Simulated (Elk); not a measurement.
# CdF2: optical spectrum from first principles

Aim: the dielectric function of CdF2, and the optical constants that follow from it.

Calculated with Elk 11.2.3 (patched build); DFT, PBE, all-electron APW+lo, Dirac cores, scalar-relativistic bands, independent-particle optical response without local fields.

## 1. The structure

The structure is cubic, space group Fm-3m (No. 225). Conventional cell: a = 5.388 Å, b = 5.388 Å, c = 5.388 Å, α = 90.00°, β = 90.00°, γ = 90.00°. Nearest to Cd lie 8 F at 2.33 Å. F has 4 Cd at 2.33 Å nearest. Farther neighbours, and contacts between anions beyond the nearest, are not listed.

## 2. Ground state

First the ground state: is it a metal or has it a gap?

This step: DFT, PBE, all-electron APW+lo, Dirac cores, scalar-relativistic bands, ground state (Elk 11.2.3 (patched build)).

elk.in

```
tasks
  0
  120

xctype
  20

nempty
  14

lorbcnd
  .true.

rgkmax
  7.0

swidth
  0.0018375

maxscl
  100

epsengy
  1e-05

sppath
  './'

avec
  0.0000000000 5.0909221797 5.0909221797
  5.0909221797 0.0000000000 5.0909221797
  5.0909221797 5.0909221797 0.0000000000

atoms
  2
  'Cd.in'
  1
  0.0000000000 0.0000000000 0.0000000000   0.000 0.000 0.000
  'F.in'
  2
  0.7500000000 0.7500000000 0.7500000000   0.000 0.000 0.000
  0.2500000000 0.2500000000 0.2500000000   0.000 0.000 0.000

ngridk
  6 6 6

vkloff
  0.0500 0.1500 0.2500
```

Command:

```bash
$ OMP_NUM_THREADS=2 elk
```

The program printed:

```text
┌─────────────────────────┐
│ Elk code version 11.2.3 │
└─────────────────────────┘

All units are atomic (Hartree, Bohr, etc.)

┌─────────────────────────────────────────────────┐
│ Ground-state run starting from atomic densities │
└─────────────────────────────────────────────────┘

Lattice vectors :
   0.000000000       5.090922180       5.090922180
   5.090922180       0.000000000       5.090922180
   5.090922180       5.090922180       0.000000000

Reciprocal lattice vectors :
 -0.6170969704      0.6170969704      0.6170969704
  0.6170969704     -0.6170969704      0.6170969704
  0.6170969704      0.6170969704     -0.6170969704

Unit cell volume      :    263.8878355
Brillouin zone volume :   0.9399835084

Muffin-tin inner radius fraction :   0.1000000000E-01

Nuclei treated as point charges

Species : 1 (Cd)
 parameters loaded from : Cd.in
 name : cadmium
 nuclear charge    :   -48.00000000
 electronic charge :    48.00000000
 atomic mass :    204912.7176
 muffin-tin radius :    2.463707964
 number of radial points in muffin-tin :   1193
 inner part over the whole radius :   0.9993705837E-02
 number on inner part of muffin-tin    :    849
 approximate nuclear radius :   0.8708852602E-04
 number of mesh points to nuclear radius :    427
 atomic positions (lattice), magnetic fields (Cartesian) :
  1 :   0.00000000  0.00000000  0.00000000    0.00000000  0.00000000  0.00000000

Species : 2 (F)
 parameters loaded from : F.in
 name : fluorine
 nuclear charge    :   -9.000000000
 electronic charge :    9.000000000
 atomic mass :    34631.97045
 muffin-tin radius :    1.895159972
 number of radial points in muffin-tin :    593
 inner part over the whole radius :   0.9865265916E-02
 number on inner part of muffin-tin    :    409
 approximate nuclear radius :   0.5278478738E-04
 number of mesh points to nuclear radius :    175
 atomic positions (lattice), magnetic fields (Cartesian) :
  1 :  -0.25000000 -0.25000000 -0.25000000    0.00000000  0.00000000  0.00000000
  2 :   0.25000000  0.25000000  0.25000000    0.00000000  0.00000000  0.00000000

Total number of atoms per unit cell :    3
Total muffin-tin volume :    119.6644651
 ratio of muffin-tin to unit cell volume :   0.4534671514

Spin treatment :
 spin-unpolarised

Number of Bravais lattice symmetries :   48
Number of crystal symmetries         :   48
Crystal has inversion symmetry
Real symmetric eigensolver will be used

k-point grid :      6     6     6
k-point offset :   0.5000000000E-01  0.1500000000      0.2500000000
k-point set is reduced with full crystal symmetry group
Total number of k-points :      216

Muffin-tin radius times maximum |G+k| :    7.000000000
 using average radius
Maximum |G+k| for APW functions       :    3.357835991
Maximum (1/2)|G+k|²                   :    5.637531271
Maximum |G| for potential and density :    12.00000000
Constant for pseudocharge density :    7
 order of it for each species :   14  14
 order of it for pair densities of each species (exact exchange by exxq0 0: 14) :   14   7
Radial integration step length :    1

G-vector grid sizes :     28    28    28
Number of G-vectors :     7727

Maximum angular momentum used for
 APW functions            :    8
 outer part of muffin-tin :    6
 inner part of muffin-tin :    2

Total nuclear charge    :   -66.00000000
Total core charge       :    34.00000000
Total valence charge    :    32.00000000
Total excess charge     :    0.000000000
Total electronic charge :    66.00000000

Effective Wigner radius, rₛ :   0.9846055407

Number of empty states         :     42
Total number of valence states :     59
Total number of core states    :     34

Conduction state local-orbitals added automatically
Third-order local-orbitals added for an l without core states : F
Total number of local-orbitals :    180

Exchange-correlation functional :     20     0     0
 Perdew-Burke-Ernzerhof, Phys. Rev. Lett. 77, 3865 (1996)
 gradient requirement :    1
 generalised gradient approximation (GGA)

Smearing type :    3
 Fermi-Dirac
Smearing width :   0.1837500000E-02
Effective electronic temperature (K) :    580.2366081

Mixing type :    3
 Broyden mixing, J. Phys. A: Math. Gen. 17, L317 (1984)

Kohn-Sham potential initialised from atomic data

┌──────────────────────────────┐
│ Self-consistent loop started │
└──────────────────────────────┘

┌─────────────────┐
│ Loop number : 1 │
└─────────────────┘

Energies :
 Fermi                       :    -0.113762
 sum of occupied eigenvalues :     -3469.1460691477
 electron kinetic            :      6069.3021688344
 core electron kinetic       :      5830.9828056903
 Coulomb                     :     -11689.435664070
 Coulomb potential           :     -9302.3238788633
 nuclear-nuclear             :     -631.93619379195
 electron-nuclear            :     -12829.392980699
 Hartree                     :      1771.8935104208
 Madelung                    :     -7038.2737246383
 xc potential                :     -236.12435911881
 exchange                    :     -172.79814484922
 correlation                 :     -3.196600
 electron entropic           :    -0.440124E-11
 total energy                :     -5796.1282397144

Density of states at Fermi energy :   0.5480690075E-07
 (states/Hartree/unit cell)

Estimated indirect band gap :   0.1473222115
 from k-point 1 to k-point 1
Estimated direct band gap   :   0.1473222115
 at k-point 1

Charges :
 core                        :    34.00000000
 valence                     :    32.00000000
 interstitial                :    1.885539288
 muffin-tins (core leakage)
  species : 1 (Cd)
   atom 1                    :    45.97933450     (  0.5175112139E-03)
  species : 2 (F)
   atom 1                    :    9.067563108     ( -0.2910793984E-06)
   atom 2                    :    9.067563108     ( -0.2910793984E-06)
 total in muffin-tins        :    64.11446071
 total calculated charge     :    65.99919498
 total charge                :    66.00000000
 error                       :   0.8050186115E-03

┌─────────────────┐
│ Loop number : 2 │
└─────────────────┘

Energies :
 Fermi                       :    -0.112488
 sum of occupied eigenvalues :     -3469.0826885735
 electron kinetic            :      6068.9106995581
 core electron kinetic       :      5830.7732954428
 Coulomb                     :     -11689.404085449
 Coulomb potential           :     -9302.2575222931
 nuclear-nuclear             :     -631.93619379195
 electron-nuclear            :     -12829.394340676
 Hartree                     :      1771.9264490192
 Madelung                    :     -7038.2753243022
 xc potential                :     -235.73586583852
 exchange                    :     -172.78984556180
 correlation                 :     -3.196661
 electron entropic           :    -0.440848E-11
 total energy                :     -5796.4798924420

Density of states at Fermi energy :   0.5479615524E-07
 (states/Hartree/unit cell)

Estimated indirect band gap :   0.1473220702
 from k-point 1 to k-point 1
Estimated direct band gap   :   0.1473220702
 at k-point 1

Charges :
 core                        :    34.00000000
 valence                     :    32.00000000
 interstitial                :    1.891035549
 muffin-tins (core leakage)
  species : 1 (Cd)
   atom 1                    :    45.98379772     (  0.5170975936E-03)
  species : 2 (F)
   atom 1                    :    9.062583367     ( -0.2910790560E-06)
   atom 2                    :    9.062583367     ( -0.2910790560E-06)
 total in muffin-tins        :    64.10896445
 total calculated charge     :    65.99919552
 total charge                :    66.00000000
 error                       :   0.8044806956E-03

RMS change in Kohn-Sham potential (target) :    1.005476537     (  0.1000000000E-05)
Absolute change in total energy (target)   :   0.3516527276     (  0.1000000000E-04)

[... 14 loops left out ...]

┌──────────────────┐
│ Loop number : 17 │
└──────────────────┘

Energies :
 Fermi                       :     0.457756E-01
 sum of occupied eigenvalues :     -3461.2993557517
 electron kinetic            :      6066.9097256188
 core electron kinetic       :      5830.4137802247
 Coulomb                     :     -11687.153414568
 Coulomb potential           :     -9299.4171481133
 nuclear-nuclear             :     -631.93619379195
 electron-nuclear            :     -12827.633842249
 Hartree                     :      1772.4166214735
 Madelung                    :     -7037.4448405110
 xc potential                :     -228.79193325717
 exchange                    :     -172.43376817332
 correlation                 :     -3.199085
 electron entropic           :    -0.431063E-11
 total energy                :     -5795.8765420207

Density of states at Fermi energy :   0.5480075633E-07
 (states/Hartree/unit cell)

Estimated indirect band gap :   0.1163052323
 from k-point 154 to k-point 1
Estimated direct band gap   :   0.1341056763
 at k-point 1

Charges :
 core                        :    34.00000000
 valence                     :    32.00000000
 interstitial                :    2.100184513
 muffin-tins (core leakage)
  species : 1 (Cd)
   atom 1                    :    46.18869041     (  0.5039336732E-03)
  species : 2 (F)
   atom 1                    :    8.855562540     ( -0.2910737233E-06)
   atom 2                    :    8.855562540     ( -0.2910737233E-06)
 total in muffin-tins        :    63.89981549
 total calculated charge     :    65.99920772
 total charge                :    66.00000000
 error                       :   0.7922757947E-03

RMS change in Kohn-Sham potential (target) :   0.1321556887E-07 (  0.1000000000E-05)
Absolute change in total energy (target)   :   0.3493206350E-05 (  0.1000000000E-04)

Convergence targets achieved

┌──────────────────┐
│ Loop number : 18 │
└──────────────────┘

Energies :
 Fermi                       :     0.457756E-01
 sum of occupied eigenvalues :     -3461.2993557009
 electron kinetic            :      6066.9097256526
 core electron kinetic       :      5830.4137802216
 Coulomb                     :     -11687.153414539
 Coulomb potential           :     -9299.4171480869
 nuclear-nuclear             :     -631.93619379195
 electron-nuclear            :     -12827.633842198
 Hartree                     :      1772.4166214506
 Madelung                    :     -7037.4448404956
 xc potential                :     -228.79193326663
 exchange                    :     -172.43376817361
 correlation                 :     -3.199085
 electron entropic           :    -0.431063E-11
 total energy                :     -5795.8765419582

Density of states at Fermi energy :   0.5480075653E-07
 (states/Hartree/unit cell)

Estimated indirect band gap :   0.1163052284
 from k-point 154 to k-point 1
Estimated direct band gap   :   0.1341056724
 at k-point 1

Charges :
 core                        :    34.00000000
 valence                     :    32.00000000
 interstitial                :    2.100184507
 muffin-tins (core leakage)
  species : 1 (Cd)
   atom 1                    :    46.18869041     (  0.5039336742E-03)
  species : 2 (F)
   atom 1                    :    8.855562541     ( -0.2910738730E-06)
   atom 2                    :    8.855562541     ( -0.2910738730E-06)
 total in muffin-tins        :    63.89981549
 total calculated charge     :    65.99920772
 total charge                :    66.00000000
 error                       :   0.7922758048E-03

┌──────────────────────────────┐
│ Self-consistent loop stopped │
└──────────────────────────────┘

Warning : core states of species 1 leak from the muffin-tin :   0.5039336742E-03

Wrote STATE.OUT
```

Elapsed: 99 s, on 2 threads of Arm Neoverse V2, shared host; peak memory 0.18 GiB.

Numbers from this step:

| Item | Value |
| --- | --- |
| total energy | -5796 Ha |
| Fermi energy | 1.246 eV |
| DOS at the Fermi level | 2.01e-9 states/eV/cell |
| gap on the k-mesh | 3.165 eV |
| direct gap on the mesh | 3.649 eV |

There is a gap, 3.16 eV on this mesh (points off the mesh can give less), so no carriers' term is needed.

## 3. Independent particles

The spectrum is a sum over vertical transitions between filled and empty bands at the fixed density, so many empty bands are needed.

This step: DFT, PBE, all-electron APW+lo, Dirac cores, scalar-relativistic bands, independent-particle optical response without local fields (Elk 11.2.3 (patched build)).

Changes to elk.in since step 2:

```diff
@@ -1,4 +1,6 @@
 tasks
-  0
-  120
+  121
+
+optcomp
+  1 1
 
@@ -17,9 +19,7 @@
 swidth
-  0.0018375
+  0.0110248
 
-maxscl
-  100
-
-epsengy
-  1e-05
+wplot
+  400 100 0
+  0.0 0.91873
```

Command:

```bash
$ OMP_NUM_THREADS=2 elk
```

The program printed:

```text
┌─────────────────────────────────┐
│ Elk code version 11.2.3 started │
└─────────────────────────────────┘

Info(readinput): the functional depends on the density's gradient
 muffin-tin radial points multiplied by    2.00000
 (not where nrmtscf is given)

┌────────────────────┐
│ Current task : 121 │
└────────────────────┘
Info(checkmt): changed muffin-tin radius of species 1 (Cd) from   2.6000 to   2.4637
Info(checkmt): changed muffin-tin radius of species 2 (F) from   2.0000 to   1.8952

Info(dielectric):
 dielectric tensor written to EPSILON_ij.OUT
 optical conductivity written to SIGMA_ij.OUT
 for components
  i = 1, j = 1

┌──────────────────┐
│ Elk code stopped │
└──────────────────┘
```

It took 1.5 s on 2 threads; peak memory 0.04 GiB; 3 s of CPU time.

Read-outs:

```
electronic dielectric constant ε∞, mean of the axes : 2.813
```

Sum at mesh points, not converged in k; values under the direct gap are tails of Lorentzian lines. The Im ε, E ∥ x by photon energy; read off at these points:

| photon energy (eV) | Im ε, E ∥ x |
| --- | --- |
| 0.00 | 0 |
| 0.50 | 0.00677 |
| 1.00 | 0.0141 |
| 1.50 | 0.0228 |
| 2.00 | 0.0341 |
| 2.50 | 0.0506 |
| 3.00 | 0.0791 |
| 3.50 | 0.145 |
| 4.00 | 0.396 |
| 4.50 | 0.727 |
| 5.00 | 0.916 |
| 5.50 | 1.13 |
| 5.94 | 1.33 |
| 6.00 | 1.32 |
| 6.50 | 1.13 |
| 7.00 | 1.23 |
| 7.44 | 1.34 |
| 7.50 | 1.34 |
| 8.00 | 1.11 |
| 8.50 | 1.16 |
| 9.00 | 1.32 |
| 9.50 | 1.41 |
| 10.00 | 1.96 |
| 10.25 | 2.28 |
| 10.50 | 2.07 |
| 11.00 | 1.57 |
| 11.50 | 1.26 |
| 12.00 | 1.62 |
| 12.50 | 1.92 |
| 13.00 | 1.77 |
| 13.50 | 2.24 |
| 13.69 | 2.34 |
| 14.00 | 2.25 |
| 14.50 | 2.15 |
| 15.00 | 1.85 |
| 15.50 | 1.25 |
| 16.00 | 1.12 |
| 16.50 | 1.06 |
| 17.00 | 0.957 |
| 17.50 | 1.08 |
| 18.00 | 1.03 |
| 18.50 | 0.929 |
| 19.00 | 0.780 |
| 19.50 | 0.719 |
| 20.00 | 0.828 |
| 20.50 | 0.882 |
| 21.00 | 1.02 |
| 21.19 | 1.05 |
| 21.50 | 0.999 |
| 22.00 | 0.859 |
| 22.50 | 0.755 |
| 23.00 | 0.815 |
| 23.50 | 0.928 |
| 24.00 | 0.938 |
| 24.50 | 0.997 |

Sum at mesh points, not converged in k. Table of reflectivity at normal incidence, E ∥ x by photon energy; read off at these points:

| photon energy (eV) | reflectivity at normal incidence, E ∥ x (%) |
| --- | --- |
| 0.00 | 6.40 |
| 0.50 | 6.42 |
| 1.00 | 6.49 |
| 1.50 | 6.62 |
| 2.00 | 6.81 |
| 2.50 | 7.10 |
| 3.00 | 7.52 |
| 3.50 | 8.20 |
| 4.00 | 9.26 |
| 4.50 | 9.38 |
| 5.00 | 9.03 |
| 5.50 | 9.63 |
| 5.56 | 9.66 |
| 6.00 | 9.02 |
| 6.50 | 8.02 |
| 7.00 | 8.41 |
| 7.50 | 8.18 |
| 8.00 | 7.12 |
| 8.50 | 7.76 |
| 9.00 | 8.53 |
| 9.50 | 8.77 |
| 10.00 | 11.3 |
| 10.19 | 12.1 |
| 10.50 | 10.8 |
| 11.00 | 7.82 |
| 11.50 | 6.57 |
| 12.00 | 8.75 |
| 12.44 | 10.0 |
| 12.50 | 9.96 |
| 13.00 | 9.11 |
| 13.50 | 11.8 |
| 14.00 | 12.5 |
| 14.50 | 13.2 |
| 14.94 | 14.4 |
| 15.00 | 14.2 |
| 15.50 | 9.44 |
| 16.00 | 6.56 |
| 16.50 | 5.64 |
| 17.00 | 4.47 |
| 17.50 | 5.15 |
| 17.81 | 5.66 |
| 18.00 | 5.36 |
| 18.50 | 4.60 |
| 19.00 | 3.37 |
| 19.50 | 2.61 |
| 20.00 | 3.20 |
| 20.50 | 3.54 |
| 21.00 | 4.52 |
| 21.50 | 4.82 |
| 22.00 | 3.78 |
| 22.50 | 2.98 |
| 23.00 | 3.15 |
| 23.50 | 3.96 |
| 24.00 | 4.13 |
| 24.50 | 5.13 |

The loss function −Im 1/ε at q → 0, E ∥ x has structure finer than the step of the table below, so its rows give means over 1 eV. Peaks (eV: height): 11.0: 0.300, 15.5: 0.671, 18.7: 0.569, 21.7: 0.539, 24.7: 0.612.

Sum at mesh points, not converged in k; values under the direct gap are tails of Lorentzian lines. Loss function −Im 1/ε at q → 0, E ∥ x against energy loss; means over each step:

| energy loss (eV) | loss function −Im 1/ε at q → 0, E ∥ x |
| --- | --- |
| 1 | 0.00177 |
| 2 | 0.00409 |
| 3 | 0.00877 |
| 4 | 0.0347 |
| 5 | 0.0791 |
| 6 | 0.125 |
| 7 | 0.138 |
| 8 | 0.152 |
| 9 | 0.147 |
| 10 | 0.183 |
| 11 | 0.274 |
| 12 | 0.215 |
| 13 | 0.257 |
| 14 | 0.326 |
| 15 | 0.519 |
| 16 | 0.606 |
| 17 | 0.517 |
| 18 | 0.538 |
| 19 | 0.521 |
| 20 | 0.400 |
| 21 | 0.441 |
| 22 | 0.518 |
| 23 | 0.431 |
| 24 | 0.485 |

From ε follow the optical constants at some laser lines:

| wavelength (nm) | n | k | R (%) | 1/α |
| --- | --- | --- | --- | --- |
| 1550 | 1.68 | 0.003 | 6.5 | 37 µm |
| 800 | 1.69 | 0.007 | 6.6 | 9.1 µm |
| 633 | 1.71 | 0.010 | 6.8 | 5.2 µm |
| 450 | 1.74 | 0.018 | 7.3 | 2.0 µm |
| 365 | 1.79 | 0.035 | 8.0 | 828 nm |
| 308 | 1.87 | 0.113 | 9.3 | 217 nm |
| 193 | 1.69 | 0.340 | 8.0 | 45 nm |

Below the direct gap, k and the depth come from the tails of the Lorentzian lines, not from transitions.

Rows near the edge hang on the gap, which this functional as a rule makes too small, and phonon-assisted absorption over an indirect gap is left out.

## 4. What came out

```json
{
  "electronic dielectric constant ε∞, mean of the axes (independent particles)": "2.81"
}
```

In words: At this level (PBE, independent particles) CdF2 has ε∞ = 2.81 and n = 1.68 at 1550 nm. On the mesh the gap is 3.16 eV and the least direct gap 3.65 eV, so on this mesh the band edges lie at different points. Excitons and phonon-assisted transitions are missing, and so are local fields; PBE gaps are as a rule too small, which pulls the onset down and ε∞ up. The sum runs over mesh points 0.34 Å⁻¹ apart with no interpolation, so peaks are partly noise of the mesh and static values carry its error. The mesh is shifted off Γ, so gaps read from it can miss the band edges.

[Long decimals in the printed logs are rounded to 6 places.]

[Machine, clock and banner lines and Python warnings are left out of the logs.]

[Logs are printed without paths, hosts, clocks, repeated set-up lines and the standing remarks that a program may print on its own settings, such as how far it seeks lower states.]

[Hosts, paths, dates, database ids (printed as entryN), source tags and the programs' standing remarks are cut or masked in the printed files.]

[Where Elk ran, warnings of its patched build on accuracy (core leakage, angular cutoffs, spin-orbit splittings, empty states, lower magnetic states) are left out.]

[Where the starting crystal was built by hand or by swapping elements, it need not be the compound's stable phase.]

[The count of steps not shown may lack steps that the program refused or didn't finish.]
